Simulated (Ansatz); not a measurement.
# Fitting and testing ρ(T) of KCo2As2 (I4/mmm)

Can the computed ρ(T) of KCo2As2 (I4/mmm) be held by the Bloch–Grüneisen form, and does the fit predict a row it has not seen?

The resistivities were computed with Ansatz 0.2.0 (DFT PBEsol, scalar-relativistic, plane waves, PAW) from the linearised Boltzmann equation with harmonic phonons, on q 4×4×4, k 12×12×12, scattering 20×20×20; the fit below is done by hand on them.

### 1. Computed resistivities

The structure is tetragonal, space group I4/mmm (No. 139). The conventional cell has a = 3.714 Å, b = 3.714 Å, c = 13.488 Å, α = 90.00°, β = 90.00°, γ = 90.00°. K on site a is surrounded by 8 As at 3.33 Å and 4 K at 3.71 Å. Co on site d has 4 As at 2.28 Å as nearest neighbours. Around As on site e lie 4 Co at 2.28 Å and 4 K at 3.33 Å.

This is the relaxed cell of the run, from steps not shown here.

The mean resistivity of the three axes from 50 to 800 K, with one row held back; the colder rows stay outside the fit and test it at the end:

```csv
T (K),ρ (μΩ cm)
50,1.976
80,5.921
100,8.904
150,16.53
200,24.01
273,34.7
300,38.62
400,?
500,67.83
600,82.90
800,114.4
```

### 2. Model and fit

Bloch and Grüneisen's form is ρ(T) = A (T/Θ)⁵ J₅(Θ/T), with J₅(z) the integral of x⁵/((eˣ − 1)(1 − e⁻ˣ)) from 0 to z. It goes as T⁵ far below Θ and as A T/(4Θ) far above. For a trial Θ the best A is the geometric mean of ρ/[(T/Θ)⁵ J₅] over the rows, and the scatter of that ratio measures the fit:

```csv
Θ (K),A (μΩ cm),scatter (%)
160,73.83,22.7
214,106.2,12.5
242,125.4,6.9
268,145.0,3.5
294,166.5,7.0
336,205.6,16.5
402,280.0,32.3
```

The scatter is least at Θ = 268 K, with A = 145.0 μΩ cm (3.5 % r.m.s.).

```csv
T (K),computed,fit
50,1.976,1.898
80,5.921,6.155
100,8.904,9.311
150,16.53,17.09
200,24.01,24.53
273,34.7,35.03
300,38.62,38.84
500,67.83,66.58
600,82.90,80.28
800,114.4,107.6
```

### 3. The row held back

At T = 400 K, Θ/T = 0.670, J₅ = 0.04914 and (T/Θ)⁵ = 7.407, so the fit gives 52.79 μΩ cm. The computed value is 53.11 μΩ cm: the fit is off by -0.61 %. Outside its range, at 20 K, it gives 0.0414 against 0.0694 μΩ cm computed, 0.60 times that; at that temperature the run's own test moves by 10 % between meshes in the component that moves most. Among the rows used, the largest miss is -6.0 %, at 800 K.

### 4. Reading Θ and A

Θ = 268 K is 1.40 times ħω_log/k_B (191 K) and 0.56 of the highest phonon frequency (478 K). The high-temperature slope of the fit, A/(4Θ), is 0.135 μΩ cm/K. The same slope from the run's transport coupling and plasma energy, 2π k_B λ_tr/(ħ ε₀ ω_p²) with λ_tr = 0.212, 0.212, 0.232 (xx, yy, zz) and ħω_p = 3.65, 3.65, 1.84 (xx, yy, zz) eV, is 0.135 μΩ cm/K in the mean of the axes, -0.5 % from it. For comparison, the computed rows rise by 0.158 μΩ cm/K between the two hottest.

### 5. Outcome

```
Θ                                            : 268 K
A                                            : 145.0 μΩ cm
scatter of the fit                           : 3.5 %
held-back row at 400 K, fit against computed : 52.79 against 53.11 μΩ cm
```

Two numbers, Θ = 268 K and A = 145 μΩ cm, hold the computed ρ(T) from 50 to 800 K within 3.47 % r.m.s. and predict the held-back row within 0.61 %. At 20 K, outside the rows fitted, it gives 0.60 times the computed value. The misses are not random: the largest is -6.0 %, at 800 K. By the run's own test the resistivity at 300 K moves by 5 % between its two finest scattering meshes, in the component that moves most. The mean hides an anisotropy: at 300 K the components are 17.7, 17.7, 80.5 (xx, yy, zz) μΩ cm. The relaxed volume lies -2.5 % from the database entry, whose temperature is not recorded here; volume shifts the phonons and ρ. The fit describes the calculation: impurities, thermal expansion, changes of phase and anharmonicity are in neither.

[Logs are printed without paths, hosts, clocks, repeated set-up lines and the standing remarks that a program may print on its own settings, such as how far it seeks lower states.]

[Hosts, paths, dates, database ids (printed as entryN), source tags and the programs' standing remarks are cut or masked in the printed files.]
